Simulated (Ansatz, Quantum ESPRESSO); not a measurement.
# LiIn (Fd-3m): zone-centre phonons, part 3 of 3

Which modes does LiIn (Fd-3m) have at the zone centre?

Quantum ESPRESSO 7.5; DFT LDA, scalar-relativistic, plane waves, JTH PAW pseudopotentials.

So far, lowest optical zone-centre mode (cm⁻¹): step 6 (modes with the sum rule) 140; step 8 (without ASR) 140.

The database entry behind the starting cell is an old determination (1933), so it need not match the best structure at ambient conditions.

## (9) A second program

The same cell goes through another code, with its own cutoff. The potentials differ. Its k mesh is centred on Γ.

This step: DFT LDA, scalar-relativistic, plane waves, PAW (Ansatz 0.2.0).

input.yaml reads:

```yaml
crystal:
  lattice:
    - [-3.321650212, 0.0, 3.321650212]
    - [0.0, 3.321650212, 3.321650212]
    - [-3.321650212, 3.321650212, 0.0]
  atoms:
    - { symbol: Li, position: [0.0, 0.0, 0.0] }
    - { symbol: Li, position: [0.75, 0.75, 0.75] }
    - { symbol: In, position: [0.5, 0.5, 0.5] }
    - { symbol: In, position: [0.25, 0.25, 0.25] }
kpoints:
  mp_grid: { grid: [8, 8, 8] }
hamiltonian:
  xc: lda
scf:
  occupations: { method: cold, width: 0.27211 }
output:
  eigenvalues: true
phonons:
  method: dfpt
```

Command:

```
$ ansatz run input.yaml --threads 8 --pin off --max-ram 16384MiB --backend cpu --events-out ev --progress --plain --runs-dir out
```

Numbers of over 12 decimals in the logs are rounded to 6 here.

What it wrote:

```text
zone centre: on kpoints.mp_grid the ground state, and the responses unless they are solved on pairs of k-points, stand on 59 of the mesh's 512 k-points, reduced under 8 symmetry operations, with k and −k counted as one. Each operation leaves every solved displacement unchanged or reverses it
Engine: ansatz 0.2.0, aarch64-unknown-linux-gnu
Pseudopotentials: kind: paw
Pseudopotential: Li, paw, valence charge 3, recommended cutoff 420 eV (normal), Li.paw.azcp
Pseudopotential: In, paw, valence charge 13, recommended cutoff 420 eV (normal), In.paw.azcp
Functional definition: SPW92
  exchange = slater_x
  correlation = pw_c
Crystal: 4 atoms, lattice volume = 73.298 Å³
Basis set: ecut = 420 eV, 1459 PW (Γ), exchange–correlation on 64×64×64 points (8 copies of the dense FFT grid, shifted against one another)
Bands: 20, of which v1, the nominal top of the filled ones, is band 16 counted from 1 (15 counted from 0)
Symmetry: 48 space group operations
k-points: 59 of 512 (irreducible under 8 space group operations, time reversal used)
Non-local potential: Li, projectors of the file, l = 0: 3, l = 1: 2, l = 2: 1
Non-local potential: In, projectors of the file, l = 0: 2, l = 1: 2, l = 2: 2, l = 3: 2
PAW form: soft (Blöchl's): semilocal exchange-correlation on the pseudo side does not see the compensation charge
PAW frozen core: In, regenerated for the run's functional, and the local potential with it (the file was generated under x = pbe(κ = 0.804, μ = 0.219515), c = pbe(β = 0.066725))
PAW one-centre angular grid: Li, 110 points (default); XC on 64 Gauss nodes
PAW one-centre angular grid: In, 590 points (default); XC on 64 Gauss nodes
Initial density: superposition of atomic densities (neutral atoms: chi_scale 0, normalization atom), corrected by the library's trained network
Initial wavefunctions: pseudopotential atomic-orbital guess
Functional: x = slater, c = lda
SCF iter   1: F=—  HF=-11318.994042 eV  |F-HF|=—  |Δ(HF+E_count)|=         —  Δρ=8.10e-3  dr2=2.02e-2  ethr=1.77e-3  ⟨swp⟩=6.0  Hψ=11925  notcnv=0
automatic band count: the SCF goes on with 24 bands, as 20 were too few: they end inside the smearing window of the response
preconditioner: auto → Kerker (q_TF=auto, 2.376 Å⁻¹)  [metal: Δε(μ)=0.033 eV  Ē_g=16.485 eV  σ=0.272 eV  W_gap=0.08  n_scr=14 (ndim 8)  ℏωp=23.0 eV  f_vac=0.000  D(μ)=0.77/eV (n_scr^D=0)]
SCF iter   2: F=—  HF=-11318.983510 eV  |F-HF|=—  |Δ(HF+E_count)|=   1.05e-2  S|Δr|=    0.00e0  Δρ=3.75e-3  dr2=4.27e-3  ethr=6.32e-5  ⟨swp⟩=3.0  Hψ=2649  notcnv=0
SCF iter   3: F=—  HF=-11318.981424 eV  |F-HF|=—  |Δ(HF+E_count)|=   2.09e-3  S|Δr|=    0.00e0  Δρ=5.35e-4  dr2=1.36e-4  ethr=1.34e-5  ⟨swp⟩=3.0  Hψ=2259  notcnv=0
SCF iter   4: F=—  HF=-11318.981441 eV  |F-HF|=—  |Δ(HF+E_count)|=   1.75e-5  S|Δr|=    0.00e0  Δρ=8.60e-5  dr2=8.48e-6  ethr=4.24e-7  ⟨swp⟩=1.4  Hψ=1354  notcnv=0
SCF iter   5: F=—  HF=-11318.981441 eV  |F-HF|=—  |Δ(HF+E_count)|=   4.21e-7  S|Δr|=    0.00e0  Δρ=2.79e-5  dr2=9.35e-7  ethr=2.65e-8  ⟨swp⟩=2.0  Hψ=1471  notcnv=0
SCF iter   6: F=—  HF=-11318.981442 eV  |F-HF|=—  |Δ(HF+E_count)|=   1.25e-6  S|Δr|=    0.00e0  Δρ=1.37e-5  dr2=1.95e-7  ethr=2.92e-9  ⟨swp⟩=2.0  Hψ=1966  notcnv=0
SCF iter   7: F=—  HF=-11318.981442 eV  |F-HF|=—  |Δ(HF+E_count)|=   8.27e-8  S|Δr|=    0.00e0  Δρ=2.96e-6  dr2=1.10e-8  ethr=6.10e-10  ⟨swp⟩=2.0  Hψ=2139  notcnv=0
SCF iter   8: F=—  HF=-11318.981442 eV  |F-HF|=—  |Δ(HF+E_count)|=   3.38e-9  S|Δr|=    0.00e0  Δρ=6.31e-7  dr2=1.70e-10  ethr=3.43e-11  ⟨swp⟩=2.6  Hψ=2217  notcnv=0
SCF iter   9: F=-11318.981442 eV  HF=-11318.981442 eV  |F-HF|=1.82e-12  |Δ(HF+E_count)|=  9.09e-12  S|Δr|=    0.00e0  Δρ=7.09e-8  dr2=2.19e-12  ethr=1.00e-12  ⟨swp⟩=8.7  Hψ=8458  notcnv=0
SCF 1 converged in 9 iterations: F = -11318.981442 eV  dr2 = 2.19e-12
  greatest PAW one-centre occupation: 1.000 electrons in one spin orbital (limit 2), on the Li atom at site 1 (counted from 0), in its partial waves of l = 0
DFPT response loops at Γ: preconditioner auto → Kerker (q_TF=auto, 2.376 Å⁻¹) (partly filled bands, converged f_vac=0.000); β = 1.00, the filter's whole step (`scf.mixing.beta` (0.50) is not read by the response loops under this deck's `scf.mixing.preconditioner`; to damp them name `kerker` or `kerker_dos`, under which they read `scf.mixing.beta`, and type it under 1.00, their step now; both keys bind the ground state too); Broyden in place of MSR1
SCF converged after 9 iterations
Stability not checked: this state was not tested for a lower state beside it, because cold or Methfessel-Paxton smearing, or corrected tetrahedra, fill the levels in a way that the test cannot read (fill_not_monotonic; see scf.lower_state_search)
Free energy (F): -11318.981442 eV
Harris-Foulkes:  -11318.981442 eV  (|F-HF|=1.82e-12)
Internal energy: -11318.969632 eV  (E = F + TS)
E sigma→0 (E₀):  -11318.977505 eV
Entropy (-TS):   -0.011810 eV (-2.953 meV/atom)
Fermi energy:    9.075372 eV
--- Per-component energies (eV) ---
  E_band       = -235.200841
  E_kinetic    = 534.773335
  E_local      = -2640.533709  (includes V_loc(G=0)·N_el)
  E_nonlocal   = 671.640449
  E_hartree    = 1029.784927
  E_xc         = -450.763318
  E_vxc        = -233.015383  (∫ρ·V_xc dr)
  E_paw        = -8066.269406  (= ΣΔE_a)
  E_vpaw       = -627.635470  (= ΣTr[D̂ρ^β])
  E_aug_tail   = 0.000100  (compensation charges beyond the density's cutoff)
  E_ewald      = -2398.171081
  E_core_change = 0.569073  (= ΣΔE_core)
  E_smearing   = -0.011810  (= −TS)
  E_closure    = -0.000000  (closes the sum)
  Σ components = -11318.981442   (vs F -11318.981442, Δ=0.00e0)
--- Band table (eV; the first three rows and the last of 59) ---
  k-point 0: bands = [... 12 lower, -0.7241, 9.6904, 9.6904, 9.6904, 9.8262, 10.0399, 10.0399, 10.0399, ... 4 higher]
  k-point 1: bands = [... 12 lower, -0.5786, 7.5230, 9.0448, 9.0448, 9.7429, 10.7816, 10.7816, 12.0611, ... 4 higher]
  k-point 2: bands = [... 12 lower, -0.1526, 5.5100, 8.5028, 8.5028, 9.4342, 10.6782, 10.6782, 12.6837, ... 4 higher]
  k-point 58: bands = [... 12 lower, 2.3693, 2.3693, 5.9599, 5.9599, 9.0397, 9.0397, 15.8953, 15.8953, ... 4 higher]
--- Phonons (Γ-DFPT): 2 representative perturbations + reference, on 59 of 512 k-points (Σ response iterations 6) ---
  k mesh reduced under 8 symmetry operations, with k and −k counted as one. Each operation leaves every solved displacement unchanged or reverses it
  ASR residual: 1.392e-5 → 0.000e0 eV/Å²; symmetrization residual: 2.456e-6 eV/Å²
  ASR residual per site (eV/Å²): 1.39e-5 1.39e-5 3.46e-6 3.46e-6
  Γ frequencies (cm⁻¹): 0.00 0.00 0.00 140.70 140.70 140.70 200.42 200.42 200.42 290.55 290.55 290.55
  non-analytic LO–TO correction: not included (Born effective charges unavailable; polar crystals: no LO–TO splitting at Γ)
```

Run time: 4.2 s. Hardware: 8 threads of Arm Neoverse V2, shared host; peak memory 0.69 GiB; 28 s of CPU time.

Read from the output:

```yaml
sum_rule_residual_before_enforcement: 1.39e-5 eV/Å²
highest_optical_zone_centre_mode_no_lo_to_term: 290.6 cm⁻¹
lowest_optical_zone_centre_mode: 140.7 cm⁻¹
```

## (10) Side by side: QE JTH and Ansatz, PAW

Worked out from the results:

```yaml
root_mean_square_difference: 0.49 cm⁻¹
largest_difference: 0.59 cm⁻¹
```

Frequencies side by side, by row:

```csv
q (reciprocal lattice),mode,QE JTH (cm⁻¹),"Ansatz, PAW (cm⁻¹)"
0 0 0,1,0,0
0 0 0,2,0,0
0 0 0,3,0,0
0 0 0,4,140.4,140.7
0 0 0,5,140.4,140.7
0 0 0,6,140.4,140.7
0 0 0,7,201,200.4
0 0 0,8,201,200.4
0 0 0,9,201,200.4
0 0 0,10,291.1,290.6
0 0 0,11,291.1,290.6
0 0 0,12,291.1,290.6
```

At the zone centre the largest difference (acoustic modes at Γ apart) is 0.2 % of the highest mode.

## (11) Summary of results

```yaml
space_group_after_relaxation: Fd-3m
volume_per_atom: 18.3 Å³
highest_optical_zone_centre_mode_no_lo_to_term: 291.1 cm⁻¹
lowest_optical_zone_centre_mode: 140.4 cm⁻¹
imaginary_optical_modes_at_the_zone_centre_no_q_mesh_in_this_session: none
largest_difference_from_ansatz_paw: 0.59 cm⁻¹
```

**Reading.** At the LDA level the optical modes of LiIn (Fd-3m) at the zone centre run from 140 to 291 cm⁻¹. Of the 9 optical modes, 6 are Raman active alone and 3 are infrared active alone; inversion symmetry keeps the two sets apart. QE JTH and Ansatz, PAW agree to 0.59 cm⁻¹ (0.2 % of the highest mode compared) on all solved modes but the acoustic ones at Γ, without the LO-TO term. These are harmonic frequencies at zero temperature: anharmonic shifts and linewidths and thermal expansion are left out. In a metal the frequencies hang on the k mesh and the smearing, most of all near Kohn anomalies.

[Host names and launcher messages were left out of these logs when they were recorded.]

[Logs are printed without paths, hosts, clocks, repeated set-up lines and the standing remarks that a program may print on its own settings, such as how far it seeks lower states.]

[Hosts, paths, dates, database ids (printed as entryN), source tags and the programs' standing remarks are cut or masked in the printed files.]
